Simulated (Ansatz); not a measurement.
# Br on Mo(100): change of the work function, part 3 of 5

Wanted: Δφ(θ) for Br/Mo(100), starting from the bridge site.

Ansatz 0.2.0; plane-wave DFT, PBE, Ansatz PAW.

So far, work function, upper face (eV): step 2 (the clean slab) 3.90; step 3 (21 atoms, coverage 0.25 ML, cell 2x2) 4.32.

**4. Adsorbate added, k-mesh 5×5×1, coverage 0.5 ML**

System of this step: Br/Mo(100). The cell holds 22 atoms: 20 Mo and 2 Br. Its edges and angles: a = 6.300 Å, b = 6.300 Å, c = 26.559 Å, α = 90.0°, β = 90.0°, γ = 90.0°. Vacuum lies along c.

Another coverage, to see how the dipoles act on each other as their distance changes.

The input, input.yaml:

```yaml
crystal:
  lattice:
    - [6.3, 0.0, 0.0]
    - [0.0, 6.3, 0.0]
    - [0.0, 0.0, 26.5592000182]
  atoms:
    - { symbol: Mo, position: [0.0, 0.0, 0.3388656283] }
    - { symbol: Mo, position: [0.25, 0.25, 0.3981671132] }
    - { symbol: Mo, position: [0.0, 0.0, 0.456380935] }
    - { symbol: Mo, position: [0.25, 0.25, 0.5182916284] }
    - { symbol: Mo, position: [0.0, 0.0, 0.570484315] }
    - { symbol: Mo, position: [0.0, 0.5, 0.3388656283] }
    - { symbol: Mo, position: [0.25, 0.75, 0.3981671132] }
    - { symbol: Mo, position: [0.0, 0.5, 0.456380935] }
    - { symbol: Mo, position: [0.25, 0.75, 0.5182916284] }
    - { symbol: Mo, position: [0.0, 0.5, 0.570484315] }
    - { symbol: Mo, position: [0.5, 0.0, 0.3388656283] }
    - { symbol: Mo, position: [0.75, 0.25, 0.3981671132] }
    - { symbol: Mo, position: [0.5, 0.0, 0.456380935] }
    - { symbol: Mo, position: [0.75, 0.25, 0.5182916284] }
    - { symbol: Mo, position: [0.5, 0.0, 0.570484315] }
    - { symbol: Mo, position: [0.5, 0.5, 0.3388656283] }
    - { symbol: Mo, position: [0.75, 0.75, 0.3981671132] }
    - { symbol: Mo, position: [0.5, 0.5, 0.456380935] }
    - { symbol: Mo, position: [0.75, 0.75, 0.5182916284] }
    - { symbol: Mo, position: [0.5, 0.5, 0.570484315] }
    - { symbol: Br, position: [0.25, 0.0, 0.6611343717] }
    - { symbol: Br, position: [0.75, 0.5, 0.6611343717] }
kpoints:
  mp_grid: { grid: [5, 5, 1] }
hamiltonian:
  xc: pbe
scf:
  occupations: { method: fermi_dirac, width: 0.1 }
  convergence: { dr2_threshold: 1.0e-08 }
efield:
  axis: 3
  dipole_correction: true
  ramp_position: 0.97
  ramp_width: 0.06
relax:
  f_tol: 0.02
  max_steps: 60
  constraints: [{ sites: [0, 1, 5, 6, 10, 11, 15, 16] }]
output:
  bader: true
  dos: { projected: true, e_range: [-8, 4] }
  write_potential: true
  write_density: true
  volumetric_format: npy
```

Run with:

```
$ ansatz run input.yaml --threads 4 --pin off --max-ram 12288MiB --backend cpu --events-out ev --progress --plain --runs-dir out
```

Numbers of over 12 decimals in the logs are rounded to 6 here.

Log:

```text
[...]
Crystal: 22 atoms, lattice volume = 1054.135 Å³
Basis set: ecut = 420 eV, 20669 PW (Γ), exchange–correlation on 90×90×360 points (8 copies of the dense FFT grid, shifted against one another)
Bands: 177, of which v1, the nominal top of the filled ones, is band 147 counted from 1 (146 counted from 0)
Symmetry: 8 space group operations
[...]
k-points: 9 of 25
[...]
SCF iter   1: F=—  HF=-104675.146217 eV  |F-HF|=—  |Δ(HF+E_count)|=         —  Δρ=8.15e-3  dr2=3.02e0  ethr=1.77e-3  p=-0.264 e·Å  D=-4.54e-2 V/Å  ΔV_dip=1.21 eV  dr2_dipole=8.57e-6  V_vac-E_F(+/−)=5.21/4.01 eV  ⟨swp⟩=10.1  Hψ=8597  notcnv=0
[...]
SCF iter  11: F=-104674.977843 eV  HF=-104674.977843 eV  |F-HF|=5.44e-9  |Δ(HF+E_count)|=   1.16e-8  Δρ=3.56e-7  dr2=3.98e-9  ethr=3.40e-12  p=-0.320 e·Å  D=-5.50e-2 V/Å  ΔV_dip=1.46 eV  dr2_dipole=8.11e-15  V_vac-E_F(+/−)=5.47/4.01 eV  ⟨swp⟩=12.9  Hψ=12222  notcnv=0
SCF 1 converged in 11 iterations: F = -104674.977843 eV  dr2 = 3.98e-9
[...]
relax step   1: F+E_penalty+E_count = -104674.97784310 eV  Δ(F+E_penalty+E_count) = +0.000e0 eV  max|allowed force component| = 1.477e0 eV/Å  Δτ_max = 0.0000 Å  (11 SCF iters, accepted)
[...]
SCF iter  11: F=-104675.488654 eV  HF=-104675.488654 eV  |F-HF|=3.30e-9  |Δ(HF+E_count)|=   1.04e-8  Δρ=2.87e-7  dr2=2.82e-9  ethr=3.40e-12  p=-0.137 e·Å  D=-2.34e-2 V/Å  ΔV_dip=0.62 eV  dr2_dipole=2.14e-10  V_vac-E_F(+/−)=4.63/4.01 eV  ⟨swp⟩=11.3  Hψ=11337  notcnv=0
SCF 2 converged in 11 iterations: F = -104675.488654 eV  dr2 = 2.82e-9
relax step   2: F+E_penalty+E_count = -104675.48865382 eV  Δ(F+E_penalty+E_count) = -5.108e-1 eV  max|allowed force component| = 5.155e-1 eV/Å  Δτ_max = 0.1726 Å  (11 SCF iters, accepted)
[...]
SCF iter  10: F=-104675.590736 eV  HF=-104675.590736 eV  |F-HF|=6.04e-9  |Δ(HF+E_count)|=   1.81e-8  Δρ=3.48e-7  dr2=1.74e-9  ethr=3.40e-12  p=-0.122 e·Å  D=-2.09e-2 V/Å  ΔV_dip=0.56 eV  dr2_dipole=5.63e-12  V_vac-E_F(+/−)=4.56/4.00 eV  ⟨swp⟩=11.4  Hψ=11600  notcnv=0
SCF 3 converged in 10 iterations: F = -104675.590736 eV  dr2 = 1.74e-9
relax step   3: F+E_penalty+E_count = -104675.59073598 eV  Δ(F+E_penalty+E_count) = -1.021e-1 eV  max|allowed force component| = 2.557e-1 eV/Å  Δτ_max = 0.1459 Å  (10 SCF iters, accepted)
[...]
relax step   4: F+E_penalty+E_count = -104675.61208148 eV  Δ(F+E_penalty+E_count) = -2.135e-2 eV  max|allowed force component| = 1.088e-1 eV/Å  Δτ_max = 0.0515 Å  (9 SCF iters, accepted)
[...]
relax step   5: F+E_penalty+E_count = -104675.61799106 eV  Δ(F+E_penalty+E_count) = -5.910e-3 eV  max|allowed force component| = 8.145e-2 eV/Å  Δτ_max = 0.0158 Å  (8 SCF iters, accepted)
[...]
relax step   6: F+E_penalty+E_count = -104675.62436265 eV  Δ(F+E_penalty+E_count) = -6.372e-3 eV  max|allowed force component| = 5.150e-2 eV/Å  Δτ_max = 0.0479 Å  (10 SCF iters, accepted)
SCF iter   1: F=—  HF=-104675.626394 eV  |F-HF|=—  |Δ(HF+E_count)|=         —  Δρ=6.44e-4  dr2=1.38e-2  ethr=4.77e-5  p=-0.134 e·Å  D=-2.29e-2 V/Å  ΔV_dip=0.61 eV  dr2_dipole=3.58e-3  V_vac-E_F(+/−)=4.61/4.00 eV  ⟨swp⟩=2.0  Hψ=2607  notcnv=0
[...]
SCF iter   8: F=-104675.625378 eV  HF=-104675.625378 eV  |F-HF|=6.94e-9  |Δ(HF+E_count)|=   8.99e-9  Δρ=5.02e-7  dr2=3.63e-9  ethr=3.40e-12  p=-0.134 e·Å  D=-2.29e-2 V/Å  ΔV_dip=0.61 eV  dr2_dipole=1.79e-10  V_vac-E_F(+/−)=4.61/4.00 eV  ⟨swp⟩=11.6  Hψ=12310  notcnv=0
SCF 7 converged in 8 iterations: F = -104675.625378 eV  dr2 = 3.63e-9
relax step   7: F+E_penalty+E_count = -104675.62537776 eV  Δ(F+E_penalty+E_count) = -1.015e-3 eV  max|allowed force component| = 1.303e-2 eV/Å  Δτ_max = 0.0107 Å  (8 SCF iters, accepted)
[...]
SCF converged after 8 iterations
Free energy (F): -104675.625378 eV
[...]
Internal energy: -104674.905719 eV  (E = F + TS)
E sigma→0 (E₀):  -104675.265548 eV
Entropy (-TS):   -0.719659 eV (-32.712 meV/atom)
Fermi energy:    3.785400 eV
Dipole field:    D = -0.022921 V/Å  (p = -0.133529 e·Å, saw-weighted, corrected)
Work function:   Φ+ = 4.6055 eV   Φ− = 3.9968 eV
[...]
--- Forces (eV/Å), atoms counted from 1 ---
  atom   1  Mo     0.03077167     0.00000000     1.19092600
  atom   2  Mo     0.00000000    -0.00892554    -1.18456846
  atom   3  Mo     0.01095474     0.00000000    -0.00700230
  atom   4  Mo     0.00000000     0.01302559    -0.00213297
  atom   5  Mo    -0.00147940     0.00000000     0.00229303
  atom   6  Mo    -0.03077167     0.00000000     1.19092600
  atom   7  Mo     0.00000000     0.00892554    -1.18456846
  atom   8  Mo    -0.01095474     0.00000000    -0.00700230
  atom   9  Mo     0.00000000    -0.01302559    -0.00213297
  atom  10  Mo     0.00147940     0.00000000     0.00229303
  atom  11  Mo    -0.03077167     0.00000000     1.19092600
  atom  12  Mo     0.00000000     0.00892554    -1.18456846
  atom  13  Mo    -0.01095474     0.00000000    -0.00700230
  atom  14  Mo     0.00000000    -0.01302559    -0.00213297
  atom  15  Mo     0.00147940     0.00000000     0.00229303
  atom  16  Mo     0.03077167     0.00000000     1.19092600
  atom  17  Mo     0.00000000    -0.00892554    -1.18456846
  atom  18  Mo     0.01095474     0.00000000    -0.00700230
  atom  19  Mo     0.00000000     0.01302559    -0.00213297
  atom  20  Mo    -0.00147940     0.00000000     0.00229303
  atom  21  Br    -0.00000000     0.00000000     0.00095276
  atom  22  Br    -0.00000000     0.00000000     0.00095276
  max |Σ_I F_I| component: 3.33e-5 eV/Å
--- Band table (eV; the first three rows and the last of 9) ---
  k-point 0: bands = [... 143 lower, 3.6555, 3.6992, 3.7214, 3.7752, 3.8628, 3.9097, 4.0707, 4.1578, ... 26 higher]
  k-point 1: bands = [... 143 lower, 3.6943, 3.7422, 3.7593, 3.8733, 3.8981, 4.0908, 4.1825, 4.1838, ... 26 higher]
  k-point 2: bands = [... 143 lower, 3.3454, 3.5692, 3.6281, 3.6532, 3.8928, 4.1121, 4.1457, 4.1743, ... 26 higher]
  k-point 8: bands = [... 143 lower, 3.3305, 3.4514, 3.4703, 3.5348, 3.6938, 3.7146, 3.7428, 3.7731, ... 26 higher]
--- Relaxed structure (7 steps of the walk, 7 accepted, 0 SCFs on fresh bases) ---
  F+E_penalty+E_count = -104675.62537776 eV   max|allowed force component| = 1.303e-2 eV/Å
  atoms:
    - { symbol: Mo, position: [0.0, 0.0, 0.338866] }
    - { symbol: Mo, position: [0.250000, 0.250000, 0.398167] }
    - { symbol: Mo, position: [-0.000561605, 0, 0.456735] }
    - { symbol: Mo, position: [0.250000, 0.248327, 0.517268] }
    - { symbol: Mo, position: [-0.016180, 0, 0.573274] }
    - { symbol: Mo, position: [0.0, 0.500000, 0.338866] }
    - { symbol: Mo, position: [0.250000, 0.750000, 0.398167] }
    - { symbol: Mo, position: [0.000561605, 0.500000, 0.456735] }
    - { symbol: Mo, position: [0.250000, 0.751673, 0.517268] }
    - { symbol: Mo, position: [0.016180, 0.500000, 0.573274] }
    - { symbol: Mo, position: [0.500000, 0.0, 0.338866] }
    - { symbol: Mo, position: [0.750000, 0.250000, 0.398167] }
    - { symbol: Mo, position: [0.500562, 0, 0.456735] }
    - { symbol: Mo, position: [0.750000, 0.251673, 0.517268] }
    - { symbol: Mo, position: [0.516180, 0, 0.573274] }
    - { symbol: Mo, position: [0.500000, 0.500000, 0.338866] }
    - { symbol: Mo, position: [0.750000, 0.750000, 0.398167] }
    - { symbol: Mo, position: [0.499438, 0.500000, 0.456735] }
    - { symbol: Mo, position: [0.750000, 0.748327, 0.517268] }
    - { symbol: Mo, position: [0.483820, 0.500000, 0.573274] }
    - { symbol: Br, position: [0.250000, 0, 0.650629] }
    - { symbol: Br, position: [0.750000, 0.500000, 0.650629] }
--- Bader charges: 22 sites ---
  site symbol  charge [e]  shift [e]
     0     Mo     -0.0708     0.0000
     1     Mo      0.0434     0.0000
     2     Mo      0.0585     0.0000
     3     Mo      0.0554     0.0000
     4     Mo      0.1825     0.0001
     5     Mo     -0.0708     0.0000
     6     Mo      0.0434     0.0000
     7     Mo      0.0584     0.0000
     8     Mo      0.0555     0.0000
     9     Mo      0.1825     0.0001
    10     Mo     -0.0708     0.0000
    11     Mo      0.0434     0.0000
    12     Mo      0.0584     0.0000
    13     Mo      0.0555     0.0000
    14     Mo      0.1825     0.0001
    15     Mo     -0.0708     0.0000
    16     Mo      0.0433     0.0000
    17     Mo      0.0584     0.0000
    18     Mo      0.0555     0.0000
    19     Mo      0.1825     0.0001
    20     Br     -0.5379     0.0002
    21     Br     -0.5379     0.0002
  estimated error of the sums over rays = 6.7e-4 e
```

Wall time 7.7 min (4 threads of Intel Xeon Platinum 8259CL at 2.50GHz (Skylake/Cascade Lake), shared host); peak memory 4.4 GiB.

This run has no spin polarisation, although Mo can carry a moment.

The steps of the relaxation:

```tsv
step	energy less that of the first step (eV)	largest force component (eV/Å)
1	0.0000	1.4766
2	-0.5108	0.5155
3	-0.6129	0.2557
4	-0.6342	0.1088
5	-0.6401	0.0814
6	-0.6465	0.0515
7	-0.6475	0.0130
```

Forces are held to the 8 operations that the run works with; a distortion that breaks them can't arise in this run.

The atoms that moved most (Å):

```tsv
atom	dx	dy	dz	length
Br21	0.000	0.000	-0.279	0.279
Br22	0.000	0.000	-0.279	0.279
Mo5	-0.102	0.000	0.074	0.126
Mo10	0.102	0.000	0.074	0.126
Mo15	0.102	0.000	0.074	0.126
Mo20	-0.102	0.000	0.074	0.126
Mo14	0.000	0.011	-0.027	0.029
Mo4	0.000	-0.011	-0.027	0.029
```

Final coordinates:

```cif
data_structure
_symmetry_space_group_name_H-M 'P 1'
_symmetry_Int_Tables_number 1
_cell_length_a 6.3000
_cell_length_b 6.3000
_cell_length_c 26.5592
_cell_angle_alpha 90.000
_cell_angle_beta 90.000
_cell_angle_gamma 90.000
_cell_volume 1054.13
loop_
_atom_site_label
_atom_site_type_symbol
_atom_site_fract_x
_atom_site_fract_y
_atom_site_fract_z
_atom_site_occupancy
Mo1 Mo 0.00000 0.00000 0.33887 1
Mo2 Mo 0.25000 0.25000 0.39817 1
Mo3 Mo 0.99944 0.00000 0.45673 1
Mo4 Mo 0.25000 0.24833 0.51727 1
Mo5 Mo 0.98382 0.00000 0.57327 1
Mo6 Mo 0.00000 0.50000 0.33887 1
Mo7 Mo 0.25000 0.75000 0.39817 1
Mo8 Mo 0.00056 0.50000 0.45673 1
Mo9 Mo 0.25000 0.75167 0.51727 1
Mo10 Mo 0.01618 0.50000 0.57327 1
Mo11 Mo 0.50000 0.00000 0.33887 1
Mo12 Mo 0.75000 0.25000 0.39817 1
Mo13 Mo 0.50056 0.00000 0.45673 1
Mo14 Mo 0.75000 0.25167 0.51727 1
Mo15 Mo 0.51618 0.00000 0.57327 1
Mo16 Mo 0.50000 0.50000 0.33887 1
Mo17 Mo 0.75000 0.75000 0.39817 1
Mo18 Mo 0.49944 0.50000 0.45673 1
Mo19 Mo 0.75000 0.74833 0.51727 1
Mo20 Mo 0.48382 0.50000 0.57327 1
Br21 Br 0.25000 0.00000 0.65063 1
Br22 Br 0.75000 0.50000 0.65063 1
```

Numbers from this step:

```yaml
energy_at_zero_smearing: -104675.2655 eV
work_function_upper_face: 4.606 eV
work_function_lower_face: 3.997 eV
dipole_along_the_normal: -0.1335 e·Å
step_between_the_vacuum_levels: 0.6088 eV
```

The density of states has structure finer than the step of the table below, so its rows give means over 0.25 eV, whole bins alone (the curve runs from -8 to 1.74 eV). Peaks (eV: height): -4.060: 54.1, -4.000: 54.1, -2.800: 58.3, -2.710: 62.6, -0.660: 53.5, 0.660: 50.8, 1.560: 50.3.

The density of states by energy, zero at the Fermi level; means over each step:

energy (eV), density of states (states/eV a cell) and a bar:
```
    -6.75        0.0 
    -6.50        0.5 
    -6.25        1.4 #
    -6.00        1.4 #
    -5.75        2.5 ##
    -5.50        1.2 #
    -5.25        4.4 ###
    -5.00       12.5 ########
    -4.75       29.0 ###################
    -4.50       20.4 #############
    -4.25       22.2 ###############
    -4.00       29.9 ####################
    -3.75       24.9 ################
    -3.50       27.4 ##################
    -3.25       29.5 ###################
    -3.00       23.1 ###############
    -2.75       45.5 ##############################
    -2.50       19.0 #############
    -2.25       26.1 #################
    -2.00       31.5 #####################
    -1.75       25.1 #################
    -1.50       23.5 ################
    -1.25       22.8 ###############
    -1.00       21.4 ##############
    -0.75       28.6 ###################
    -0.50       21.5 ##############
    -0.25       17.3 ###########
     0.00       23.2 ###############
     0.25       20.0 #############
     0.50       21.6 ##############
     0.75       25.7 #################
     1.00       29.8 ####################
     1.25       31.4 #####################
     1.50       39.3 ##########################
```

Projected DOS per atom over height of the atomic layer and energy from the Fermi level. Layers: Mo4 Mo4 Mo4 Mo4 Mo4 Br2 from below.

Ten even steps from '_' (0.00 states/eV) to '@' (3.04 states/eV), each cell a mean:
```
**++++++==__
**==++==--__
==::--::++__
**..::..==__
**......--__
**::..::++__
==::::::++__
==--------__
++==--====..
------==--::
==**==**==::
==****==::..
..------::++
..==++--::%%
__--==--::@@
____......==
____________
____________
____________
____________
____________
____________
```
Columns: height of the atomic layer (Å) from 9 to 17.3 (not evenly spaced); rows upwards: energy from the Fermi level (eV) from -7.96 to 1.75.

The relaxation took 7 steps and lowered the energy by 0.65 eV; the largest force on the free atoms ends at 0.013 eV/Å.

The covered face has 4.61 eV, +0.71 eV against the clean one; the bare back face has moved by +0.01 eV, a measure of how thin the slab is.

**5. The covered slab, k-mesh 10×10×1, coverage 1 ML**

System of this step: Br/Mo(100). The cell holds 6 atoms: 5 Mo and 1 Br. Its edges and angles: a = 3.150 Å, b = 3.150 Å, c = 26.559 Å, α = 90.0°, β = 90.0°, γ = 90.0°. Vacuum lies along c.

Another coverage, to see how the dipoles act on each other as their distance changes.

input.yaml, the sections that differ from step 4:

```yaml
crystal:
  lattice:
    - [3.15, 0.0, 0.0]
    - [0.0, 3.15, 0.0]
    - [0.0, 0.0, 26.5592000182]
  atoms:
    - { symbol: Mo, position: [0.0, 0.0, 0.3388656283] }
    - { symbol: Mo, position: [0.5, 0.5, 0.3981671132] }
    - { symbol: Mo, position: [0.0, 0.0, 0.456380935] }
    - { symbol: Mo, position: [0.5, 0.5, 0.5182916284] }
    - { symbol: Mo, position: [0.0, 0.0, 0.570484315] }
    - { symbol: Br, position: [0.5, 0.0, 0.6611343717] }
kpoints:
  mp_grid: { grid: [10, 10, 1] }
relax:
  f_tol: 0.02
  max_steps: 60
  constraints: [{ sites: [0, 1] }]
output:
  bader: true
  write_potential: true
  write_density: true
  volumetric_format: npy
# hamiltonian, scf, efield: as in step 4
```

Log:

```text
[...]
Crystal: 6 atoms, lattice volume = 263.534 Å³
Basis set: ecut = 420 eV, 5201 PW (Γ), exchange–correlation on 48×48×360 points (8 copies of the dense FFT grid, shifted against one another)
Bands: 47, of which v1, the nominal top of the filled ones, is band 39 counted from 1 (38 counted from 0)
Symmetry: 4 space group operations
[...]
- { symbol: Mo, position: [0.0, 0.0, 0.574958] }
    - { symbol: Br, position: [0.500000, 0.0, 0.650727] }
--- Bader charges: 6 sites ---
  site symbol  charge [e]  shift [e]
     0     Mo     -0.0747     0.0000
     1     Mo      0.0402     0.0000
     2     Mo      0.0479     0.0000
     3     Mo      0.0012     0.0000
     4     Mo      0.3971     0.0003
     5     Br     -0.4116     0.0003
  estimated error of the sums over rays = 6.6e-4 e
[key lines of the parts left out:]
SCF converged after 9 iterations
Free energy (F): -27561.114709 eV
Fermi energy:    4.305651 eV
Dipole field:    D = -0.017909 V/Å  (p = -0.026082 e·Å, saw-weighted, corrected)
Work function:   Φ+ = 4.4616 eV   Φ− = 3.9860 eV
```

Run time: 65 s. Hardware: 4 threads; peak memory 0.78 GiB; 4.1 min of CPU time.

Relaxation path:

```tsv
step	energy less that of the first step (eV)	largest force component (eV/Å)
1	0.0000	2.6571
2	-0.4657	0.8683
3	-0.4808	0.4036
4	-0.5074	0.0118
```

Forces are held to the 4 operations that the run works with; a distortion that breaks them can't arise in this run.

The atoms that moved most (Å):

```tsv
atom	dx	dy	dz	length
Br6	0.000	0.000	-0.276	0.276
Mo5	0.000	0.000	0.119	0.119
Mo4	0.000	0.000	-0.054	0.054
Mo3	0.000	0.000	0.020	0.020
```

The relaxation took 4 steps and lowered the energy by 0.51 eV; the largest force on the free atoms ends at 0.012 eV/Å.

The covered face has 4.46 eV, +0.57 eV against the clean one; the bare back face has moved by -0.00 eV, a measure of how thin the slab is.

**6. Work function against coverage**

This step: plane-wave DFT, PBE, Ansatz PAW; work function against coverage (Ansatz 0.2.0).

The runs are now put side by side.

Numbers from this step:

```
work function of the clean face     : 3.896 eV
largest change of the work function : 0.7095 eV
```

Work function of the covered face against coverage:

```tsv
coverage (adsorbates/nm²)	work function of the covered face (eV)
0.00	3.90
2.52	4.32
5.04	4.61
10.08	4.46
```

The dipole per adsorbate comes from the change of the cell's dipole. Coverage, by row:

```tsv
coverage (1/nm²)	coverage (ML)	work function (eV)	change (eV)	dipole per adsorbate, positive end outwards (debye)	mean height of the added atoms over the highest substrate atom (Å)
2.52	0.25	4.321	0.4247	-0.452	2.053
5.039	0.5	4.606	0.7095	-0.37	2.054
10.08	1	4.462	0.5656	-0.15	2.012
```

(Part 3 of 5 ends here.)

[Logs are printed without paths, hosts, clocks, repeated set-up lines and the standing remarks that a program may print on its own settings, such as how far it seeks lower states.]

[Hosts, paths, dates, database ids (printed as entryN), source tags and the programs' standing remarks are cut or masked in the printed files.]

[Maps of the electrostatic potential energy from Ansatz leave out the sawtooth potential of an applied field or a dipole correction, so their vacuum need not be flat; planar profiles and work functions include it.]

[The density of states shown here was stored with 400 of the rows of the run's finer table, so its peaks can read low, often by over a quarter, or be missed, and its means over a window can be off by a tenth or more.]
